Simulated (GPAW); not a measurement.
# Near-edge structure at the Sn K edge of SnO2 (R-3m), part 3 of 3

Aim: the dependence of the Sn K near-edge features of SnO2 (R-3m) on volume.

GPAW 26.7.0; X-ray absorption from dipole matrix elements to empty bands, plane-wave PAW LDA.

So far. Step 4 (Spectrum with FCH, Sn atom 1): The energy difference (zero at 29256 eV) isn't read as a photon energy: for so heavy an absorber the terms left out (the hole's spin, the functional's error) amount to tens of eV or more. Step 6 (Spectrum with FCH, Sn atom 1): Against the first run the r.m.s. difference is 5 %. The highest intensity below 24 eV goes from 7.2 eV (1.61) to 7.6 eV (1.56).

### Step 8. Spectrum with FCH, Sn atom 1

Shorter bonds are expected to push antibonding states and scattering resonances up, and longer ones down; the cell is scaled to test that.

Changed against the first core-hole run: volume scale from 1 to 1.03.

xas.py

```python
import numpy as np
from ase import Atoms
from ase.parallel import parprint, paropen
from gpaw import GPAW, PW, FermiDirac, Mixer, MixerDif, setup_paths
from gpaw.test import gen
setup_paths.insert(0, '.')
gen('Sn', name='fch1s', xcname='LDA', corehole=(1, 0, 1), write_xml=True)
from gpaw.mpi import world
world.barrier()

atoms = Atoms('Sn4O8',
    cell=[[3.26620988, -1.88574715, 4.84812629],
     [-3.26620988, -1.88574715, 4.84812629],
     [0, -3.7714943, -4.84812629]],
    scaled_positions=[[0.5, 0.5, 0.5],
     [0, 0, 0.5],
     [0.5, 0, 0],
     [0, 0.5, 0],
     [0.76283, 0.76283, 0.23717],
     [0.26283, 0.26283, 0.23717],
     [0.76283, 0.26283, 0.73717],
     [0.26283, 0.76283, 0.73717],
     [0.23717, 0.23717, 0.76283],
     [0.73717, 0.73717, 0.76283],
     [0.23717, 0.73717, 0.26283],
     [0.73717, 0.23717, 0.26283]],
    pbc=True)
atoms.calc = calc = GPAW(legacy_gpaw=True, mode=PW(500), xc='LDA', setups={0: 'fch1s'},
    kpts={'size': (4, 4, 4), 'gamma': True}, occupations=FermiDirac(0.02),
    charge=0, mixer=Mixer(0.1, 5, 50), maxiter=150,
    convergence={'density': 0.0001}, txt='scf.txt')
energy = atoms.get_potential_energy() + calc.get_reference_energy()
ef = calc.get_fermi_level()
out = dict(energy=energy, fermi=ef, forces=atoms.get_forces().tolist())
parprint(f'all-electron energy {energy:.4f} eV, Fermi level {ef:.4f} eV')
ev = np.array([[calc.get_eigenvalues(k, s) for k in range(len(calc.get_ibz_k_points()))] for s in range(calc.get_number_of_spins())])
out['homo'], out['lumo'], out['counts'] = ev[ev < ef].max(), ev[ev > ef].min(), sorted(set((ev < ef).sum((0, 2)).tolist()))
out['filled'] = (ev[:, 0] < ef).sum(1).tolist()

from ase.units import Ha
from gpaw.xas import dipole_matrix_elements
nb = int(calc.get_number_of_electrons() / 2) + 109
top, nb = nb, nb + 8 + nb // 12
nscf = calc.fixed_density(kpts={'size': (4, 4, 4), 'gamma': True}, nbands=nb,
    convergence={'bands': top, 'eigenstates': 1e-5}, maxiter=60, txt='nscf.txt')
cell = atoms.cell.array
ops = [cell.T @ U.T @ np.linalg.inv(cell.T) for U in nscf.wfs.kd.symmetry.op_scc]
filled = [52]  # bands filled in the ground state, by spin
E = np.arange(-6, 34, 0.1)
fwhm = np.interp(E, [4, 25], [8.49, 8.49])
Y, X, zero, highest = 0, 0, 1e9, 1e9
for spin in range(nscf.get_number_of_spins()):
    wfs = nscf.wfs
    A = dipole_matrix_elements(wfs.setups[0])
    eps = np.zeros((wfs.kd.nibzkpts, nb))
    d = np.zeros((3, A.shape[1], wfs.kd.nibzkpts, nb), complex)
    for kpt in wfs.kpt_u:
        if kpt.s == spin and 0 in kpt.P_ani:
            eps[kpt.k] = kpt.eps_n * Ha
            d[:, :, kpt.k] = (kpt.weight * wfs.nspins / 2) ** 0.5 * np.inner(A, kpt.P_ani[0])
    world.sum(eps)
    world.sum(d)
    T = np.einsum('amkn,bmkn->abkn', d, d.conj()).real
    T = sum(np.einsum('ai,ijkn,bj->abkn', R, T, R) for R in ops) / len(ops)
    empty = np.ones_like(eps, bool) & (np.arange(nb) >= filled[spin])
    zero, highest = min(zero, eps[empty].min()), min(highest, eps[:, top - 1].min())
    lines = [(eps, T, empty)] if spin == 0 else lines + [(eps, T, empty)]
for eps, T, empty in lines:
    f = np.einsum('aakn->akn', T).reshape(3, -1)
    x = eps.ravel() - zero
    w = np.interp(x, E, fwhm) / 2.35482
    g = np.exp(-0.5 * ((E[:, None] - x) / w) ** 2) / (w * (2 * np.pi) ** 0.5)
    Y = Y + (f * empty.ravel()) @ g.T
    X = X + (f * ~empty.ravel()) @ g.T
out.update(E=E.round(2).tolist(), xas=Y.tolist(), xes=X.tolist(), zero=zero, valid=highest - zero, nk=len(eps), nb=nb)
for i in range(0, len(E), 10):
    parprint(f'{E[i]:7.2f}', *(f'{v:10.3e}' for v in Y[:, i]))
import json
with paropen('out.json', 'w') as f:
    json.dump(out, f)
```

On the command line:

```bash
OMP_NUM_THREADS=1 mpirun -n 2 gpaw python xas.py
```

Numbers of over 12 decimals in the logs are rounded to 6 here.

The log of the run:

```text
Input parameters:
  convergence: {density: 0.0001}
  kpts: {gamma: True,
         size: (4, 4, 4)}
  maxiter: 150
  mixer: {backend: pulay,
          beta: 0.1,
          method: separate,
          nmaxold: 5,
          weight: 50}
  mode: {ecut: 500.0,
         name: pw}
  occupations: {fixmagmom: False,
                name: fermi-dirac,
                width: 0.02}
  setups: {0: fch1s}

Initialize ...

[...]
*d    :    -0.556882
--------------------------------

Diagonalizing with gridspacing h=0.050

state   all-electron     PAW
-------------------------------
5s:      -0.761474    -0.762236
5p:      -0.450294    -0.451667
4d:      -1.556882    -1.557625
*f:                   -0.025424
-------------------------------
all-electron energy -658514.9476 eV, Fermi level 3.1439 eV
[...]
32.00  8.638e-09  8.636e-09  1.249e-08
  33.00  8.914e-09  8.910e-09  1.242e-08
[key lines of the parts left out:]
Converged after 16 iterations.
Dipole moment: (0.000000, -0.000000, 0.000000) |e|*Ang
Free energy:    -93.853535
Fermi level: 3.14388
```

Elapsed: 4 min, on 2 MPI ranks of Arm Neoverse V2, shared host; peak memory 0.59 GiB.

```tsv
E (eV)	first run	this run
-2.0	0.14	0.15
-1.0	0.24	0.25
0.0	0.38	0.39
1.0	0.56	0.58
2.0	0.78	0.80
3.0	1.01	1.04
4.0	1.23	1.26
5.0	1.43	1.45
6.0	1.55	1.58
7.0	1.61	1.62
8.0	1.58	1.58
9.0	1.48	1.47
10.0	1.34	1.32
11.0	1.17	1.14
12.0	1.00	0.98
13.0	0.86	0.83
14.0	0.74	0.72
15.0	0.66	0.65
16.0	0.62	0.61
17.0	0.60	0.59
18.0	0.59	0.59
19.0	0.60	0.59
20.0	0.60	0.60
21.0	0.61	0.60
22.0	0.60	0.59
23.0	0.59	0.58
24.0	0.57	0.56
25.0	0.54	0.53
26.0	0.52	0.51
27.0	0.49	0.48
28.0	0.47	0.47
29.0	0.46	0.46
30.0	0.45	0.45
31.0	0.44	0.45
32.0	0.45	0.46
```

The scaled spectrum changes by 2 % r.m.s. The highest intensity below 24 eV goes from 7.2 eV (1.61) to 7.0 eV (1.62).

The photon energy of the zero moves by -0.05 eV.

### Step 9. Supercell without a hole, the energy reference

The cell changes for the next run, so it gets a reference energy of its own.

The cell differs from the one that the last finished run ended in (a 6.142 → 6.201 Å, b 6.142 → 6.201 Å, c 6.142 → 6.201 Å).

scf.py

```python
import numpy as np
from ase import Atoms
from ase.parallel import parprint, paropen
from gpaw import GPAW, PW, FermiDirac, Mixer, MixerDif, setup_paths
from gpaw.test import gen
setup_paths.insert(0, '.')
gen('Sn', name='nch1s', xcname='LDA', corehole=(1, 0, 0), write_xml=True)
from gpaw.mpi import world
world.barrier()

atoms = Atoms('Sn4O8',
    cell=[[3.29761767, -1.90388045, 4.89474575],
     [-3.29761767, -1.90388045, 4.89474575],
     [0, -3.8077609, -4.89474575]],
    scaled_positions=[[0.5, 0.5, 0.5],
     [0, 0, 0.5],
     [0.5, 0, 0],
     [0, 0.5, 0],
     [0.76283, 0.76283, 0.23717],
     [0.26283, 0.26283, 0.23717],
     [0.76283, 0.26283, 0.73717],
     [0.26283, 0.76283, 0.73717],
     [0.23717, 0.23717, 0.76283],
     [0.73717, 0.73717, 0.76283],
     [0.23717, 0.73717, 0.26283],
     [0.73717, 0.23717, 0.26283]],
    pbc=True)
atoms.calc = calc = GPAW(legacy_gpaw=True, mode=PW(500), xc='LDA', setups={0: 'nch1s'},
    kpts={'size': (4, 4, 4), 'gamma': True}, occupations=FermiDirac(0.02),
    charge=0, mixer=Mixer(0.1, 5, 50), maxiter=150,
    convergence={'density': 0.0001}, txt='scf.txt')
energy = atoms.get_potential_energy() + calc.get_reference_energy()
ef = calc.get_fermi_level()
out = dict(energy=energy, fermi=ef, forces=atoms.get_forces().tolist())
parprint(f'all-electron energy {energy:.4f} eV, Fermi level {ef:.4f} eV')
ev = np.array([[calc.get_eigenvalues(k, s) for k in range(len(calc.get_ibz_k_points()))] for s in range(calc.get_number_of_spins())])
out['homo'], out['lumo'], out['counts'] = ev[ev < ef].max(), ev[ev > ef].min(), sorted(set((ev < ef).sum((0, 2)).tolist()))
out['filled'] = (ev[:, 0] < ef).sum(1).tolist()
import json
with paropen('out.json', 'w') as f:
    json.dump(out, f)
```

On the command line:

```bash
OMP_NUM_THREADS=1 mpirun -n 2 gpaw python scf.py
```

The log of the run:

```text
Input parameters:
  convergence: {density: 0.0001}
  kpts: {gamma: True,
         size: (4, 4, 4)}
  maxiter: 150
  mixer: {backend: pulay,
          beta: 0.1,
          method: separate,
          nmaxold: 5,
          weight: 50}
  mode: {ecut: 500.0,
         name: pw}
  occupations: {fixmagmom: False,
                name: fermi-dirac,
                width: 0.02}
  setups: {0: nch1s}

Initialize ...

[...]
*s    :     0.603157
5p(2) :    -0.142200     1.024228
*p    :     0.857800
4d(10):    -0.952163     0.215312
*d    :     0.047837
--------------------------------

Diagonalizing with gridspacing h=0.050

state   all-electron     PAW
-------------------------------
5s:      -0.396843    -0.397377
5p:      -0.142200    -0.142842
4d:      -0.952163    -0.953074
*f:                    0.066259
-------------------------------
all-electron energy -687766.1505 eV, Fermi level 2.9177 eV
[key lines of the parts left out:]
Converged after 15 iterations.
Dipole moment: (0.000000, 0.000000, 0.000000) |e|*Ang
Free energy:    -80.538718
Fermi level: 2.91770
```

Elapsed: 69 s, on 2 MPI ranks; peak memory 0.34 GiB; 2.3 min of CPU time.

Reference energy: -687766.150 eV with the cores included.

### Step 10. Spectrum with FCH, Sn atom 1

Shorter bonds are expected to push antibonding states and scattering resonances up, and longer ones down; the cell is scaled to test that.

Changed against the first core-hole run: volume scale from 1 to 1.06.

xas.py: that of step 8 with these lines changed.

```diff
@@ -11,5 +11,5 @@
 atoms = Atoms('Sn4O8',
-    cell=[[3.26620988, -1.88574715, 4.84812629],
-     [-3.26620988, -1.88574715, 4.84812629],
-     [0, -3.7714943, -4.84812629]],
+    cell=[[3.29761767, -1.90388045, 4.89474575],
+     [-3.29761767, -1.90388045, 4.89474575],
+     [0, -3.8077609, -4.89474575]],
     scaled_positions=[[0.5, 0.5, 0.5],
@@ -41,3 +41,3 @@
 from gpaw.xas import dipole_matrix_elements
-nb = int(calc.get_number_of_electrons() / 2) + 109
+nb = int(calc.get_number_of_electrons() / 2) + 113
 top, nb = nb, nb + 8 + nb // 12
```

On the command line:

```bash
OMP_NUM_THREADS=1 mpirun -n 2 gpaw python xas.py
```

The log of the run:

```text
Input parameters:
  convergence: {density: 0.0001}
  kpts: {gamma: True,
         size: (4, 4, 4)}
  maxiter: 150
  mixer: {backend: pulay,
          beta: 0.1,
          method: separate,
          nmaxold: 5,
          weight: 50}
  mode: {ecut: 500.0,
         name: pw}
  occupations: {fixmagmom: False,
                name: fermi-dirac,
                width: 0.02}
  setups: {0: fch1s}

Initialize ...

[...]
*d    :    -0.556882
--------------------------------

Diagonalizing with gridspacing h=0.050

state   all-electron     PAW
-------------------------------
5s:      -0.761474    -0.762236
5p:      -0.450294    -0.451667
4d:      -1.556882    -1.557625
*f:                   -0.025424
-------------------------------
all-electron energy -658514.0910 eV, Fermi level 2.8763 eV
[...]
32.00  8.930e-09  8.928e-09  1.259e-08
  33.00  9.305e-09  9.302e-09  1.258e-08
[key lines of the parts left out:]
Converged after 14 iterations.
Dipole moment: (0.000000, 0.000000, 0.000000) |e|*Ang
Free energy:    -92.996974
Fermi level: 2.87629
```

It took 4.1 min on 2 MPI ranks; peak memory 0.6 GiB.

```tsv
E (eV)	first run	this run
-2.0	0.14	0.15
-1.0	0.24	0.26
0.0	0.38	0.41
1.0	0.56	0.60
2.0	0.78	0.83
3.0	1.01	1.07
4.0	1.23	1.30
5.0	1.43	1.48
6.0	1.55	1.60
7.0	1.61	1.63
8.0	1.58	1.58
9.0	1.48	1.46
10.0	1.34	1.30
11.0	1.17	1.12
12.0	1.00	0.95
13.0	0.86	0.81
14.0	0.74	0.70
15.0	0.66	0.63
16.0	0.62	0.60
17.0	0.60	0.58
18.0	0.59	0.58
19.0	0.60	0.59
20.0	0.60	0.59
21.0	0.61	0.60
22.0	0.60	0.59
23.0	0.59	0.57
24.0	0.57	0.55
25.0	0.54	0.53
26.0	0.52	0.50
27.0	0.49	0.48
28.0	0.47	0.47
29.0	0.46	0.46
30.0	0.45	0.46
31.0	0.44	0.46
32.0	0.45	0.47
```

The scaled spectrum changes by 4 % r.m.s. The highest intensity below 24 eV goes from 7.2 eV (1.61) to 6.8 eV (1.63).

The photon energy of the zero moves by -0.09 eV.

### Step 11. The volumes side by side

```tsv
volume	nearest distance (Å)	shift of the zero (eV)	maximum 1 (eV above own zero)
0.91	2.060	+0.20	7.6
1	2.125	+0.00	7.2
1.03	2.147	-0.05	7.0
1.06	2.167	-0.09	6.8
```

The curves, each shifted by its zero's change so that they share one photon-energy axis, counted from the zero at V × 1:

```tsv
E (eV)	V × 0.91	V × 1	V × 1.03	V × 1.06
-2.0	0.12	0.14	0.15	0.16
-1.0	0.20	0.24	0.26	0.27
0.0	0.32	0.38	0.40	0.42
1.0	0.48	0.56	0.59	0.62
2.0	0.67	0.78	0.81	0.85
3.0	0.89	1.01	1.05	1.09
4.0	1.10	1.23	1.28	1.31
5.0	1.30	1.43	1.46	1.50
6.0	1.45	1.55	1.58	1.60
7.0	1.54	1.61	1.62	1.63
8.0	1.56	1.58	1.58	1.57
9.0	1.51	1.48	1.46	1.45
10.0	1.41	1.34	1.31	1.28
11.0	1.27	1.17	1.13	1.10
12.0	1.11	1.00	0.97	0.93
13.0	0.96	0.86	0.83	0.80
14.0	0.84	0.74	0.72	0.69
15.0	0.74	0.66	0.65	0.63
16.0	0.67	0.62	0.60	0.59
17.0	0.63	0.60	0.59	0.58
18.0	0.61	0.59	0.59	0.58
19.0	0.61	0.60	0.59	0.59
20.0	0.62	0.60	0.60	0.60
21.0	0.62	0.61	0.60	0.60
22.0	0.63	0.60	0.59	0.59
23.0	0.62	0.59	0.58	0.57
24.0	0.60	0.57	0.56	0.55
25.0	0.58	0.54	0.53	0.52
26.0	0.55	0.52	0.51	0.50
27.0	0.52	0.49	0.48	0.48
28.0	0.50	0.47	0.47	0.47
29.0	0.47	0.46	0.46	0.46
30.0	0.46	0.45	0.45	0.46
31.0	0.44	0.44	0.45	0.46
32.0	0.43	0.45	0.46	0.47
```

### Step 12. Summary of results

```
absorber and edge             : Sn K, atom 1 of the ground-state input (counted from 1)
surroundings                  : 6 O at 2.13 Å (distorted octahedral, site symmetry -3m)
highest intensity below 24 eV : 7.2 eV above the zero, height 1.61
```

In words: From V × 0.91 to V × 1.06 the nearest distance grows by 0.107 Å and the zero moves by -0.29 eV. Above their own zero, the maxima move from 7.6 to 6.8 eV. The Sn K edge of atom 1, with 6 O at 2.13 Å (distorted octahedral, site symmetry -3m), has its highest intensity of the first 24 eV at 7.2 eV above the zero, 1.6 times the mean level of the first 20 eV (Gaussian full width 8.49 eV). At the Sn K edge of atom 1 polarisation matters most near 9.4 eV, where the curves differ by 0.5 on this scale. The script folds with a Gaussian, whereas the core hole's own line is a Lorentzian, so the onset is too steep and the first peak too high. The holes are only 6.1 Å apart, so the shape is probably not converged with cell size; no larger cell was run here. The structure is a computed Materials Project entry and may be a hypothetical form.

[Banner, clock and machine lines of the logs are left out without a mark of their own.]

[Logs are printed without paths, hosts, clocks, repeated set-up lines and the standing remarks that a program may print on its own settings, such as how far it seeks lower states.]

[Hosts, paths, dates, database ids (printed as entryN), source tags and the programs' standing remarks are cut or masked in the printed files.]

[Lists of maxima count a maximum above −3 eV only where it reaches 4 % of the highest in the window and stands out from its surroundings by 2 % of it (1.5 % where it reaches 55 %); shoulders and weaker maxima are passed over, and of the rest the first, up to two pre-edge ones and the few strongest are named.]
